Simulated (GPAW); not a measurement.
Consider SnO2 (Cassiterite, P4_2/mnm).

```xyz
6
Lattice="4.7380 0.0000 0.0000 0.0000 4.7380 0.0000 0.0000 0.0000 3.1865" Properties=species:S:1:pos:R:3 pbc="T T T"
Sn    2.3690    2.3690    1.5933
Sn    0.0000    0.0000    0.0000
O     3.8240    0.9140    1.5933
O     3.2830    3.2830    0.0000
O     0.9140    3.8240    1.5933
O     1.4550    1.4550    0.0000
```

Absorber: atom 3, with 3 Sn at 2.05 Å (distorted trigonal planar, site symmetry m2m). Method: GPAW, PBE, full core hole (charged cell), 12-atom cell with 5.7 Å between holes, 5×5×5 k points, dipole transitions, Gaussian full width 0.9 eV up to 4 eV, rising linearly to 3.5 eV at 25 eV.

Where do the maxima of the O K edge fall?

Main maxima up to 24 eV above the zero (height): 4.2 eV (2.28) and 9.6 eV (2.75). A K edge sees empty p states on the absorber. The total-energy difference plus the lowest empty eigenvalue puts the zero at 537.43 eV. One term is added: -8.91 eV, since the hole is spin-paired here and a spin-polarised one costs that much less in the free atom (computed apart). The photon energy is then 528.52 eV. The functional and the charged cell's background leave an error of a few eV in such absolute values.

The O K spectrum (energy from the lowest empty level; intensity scaled to a mean of 1 over the first 20 eV; polarised curves are means over the symmetry-equivalent atoms):

```csv
E (eV),isotropic,ε ⊥ c,ε ∥ c
-2.0,0.00,0.00,0.00
-1.4,0.00,0.00,0.00
-0.8,0.00,0.00,0.00
-0.2,0.00,0.00,0.00
0.4,0.02,0.02,0.02
1.0,0.06,0.06,0.07
1.6,0.17,0.15,0.21
2.2,0.47,0.41,0.59
2.8,0.93,0.82,1.15
3.4,1.64,1.37,2.16
4.0,2.21,1.47,3.69
4.6,1.95,1.22,3.40
5.2,1.17,0.84,1.82
5.8,0.70,0.65,0.81
6.4,0.75,0.73,0.79
7.0,1.18,1.03,1.47
7.6,1.50,1.34,1.80
8.2,1.67,1.53,1.94
8.8,2.16,2.08,2.32
9.4,2.71,2.89,2.35
10.0,2.59,3.05,1.66
10.6,2.11,2.61,1.11
11.2,1.67,2.01,0.98
11.8,1.17,1.33,0.85
12.4,0.71,0.75,0.62
13.0,0.45,0.45,0.43
13.6,0.35,0.37,0.31
14.2,0.31,0.35,0.24
14.8,0.29,0.33,0.22
15.4,0.31,0.33,0.25
16.0,0.36,0.36,0.34
16.6,0.43,0.43,0.43
17.2,0.51,0.52,0.50
17.8,0.59,0.62,0.53
18.4,0.65,0.70,0.54
19.0,0.67,0.74,0.55
19.6,0.67,0.73,0.56
20.2,0.66,0.71,0.56
20.8,0.66,0.70,0.58
21.4,0.68,0.71,0.61
22.0,0.72,0.75,0.67
22.6,0.77,0.78,0.75
23.2,0.82,0.80,0.87
23.8,0.87,0.80,1.03
24.4,0.93,0.79,1.20
25.0,0.99,0.80,1.36
25.6,1.05,0.83,1.48
26.2,1.09,0.86,1.54
26.8,1.09,0.88,1.51
27.4,1.06,0.89,1.40
28.0,1.02,0.89,1.27
28.6,0.98,0.90,1.15
29.2,0.99,0.95,1.08
29.8,1.06,1.04,1.10
30.4,1.17,1.17,1.17
31.0,1.29,1.30,1.28
31.6,1.39,1.41,1.35
```

The holes are only 5.7 Å apart, so the shape is probably not converged with cell size; no larger cell was run here. The mesh is coarse (0.27 Å⁻¹ between points), so small maxima may be mesh ripples. The structure is a published determination, not relaxed.

[Banner, clock and machine lines of the logs are left out without a mark of their own.]

[Logs are printed without paths, hosts, clocks, repeated set-up lines and the standing remarks that a program may print on its own settings, such as how far it seeks lower states.]

[Hosts, paths, dates, database ids (printed as entryN), source tags and the programs' standing remarks are cut or masked in the printed files.]

[Lists of maxima count a maximum above −3 eV only where it reaches 4 % of the highest in the window and stands out from its surroundings by 2 % of it (1.5 % where it reaches 55 %); shoulders and weaker maxima are passed over, and of the rest the first, up to two pre-edge ones and the few strongest are named.]
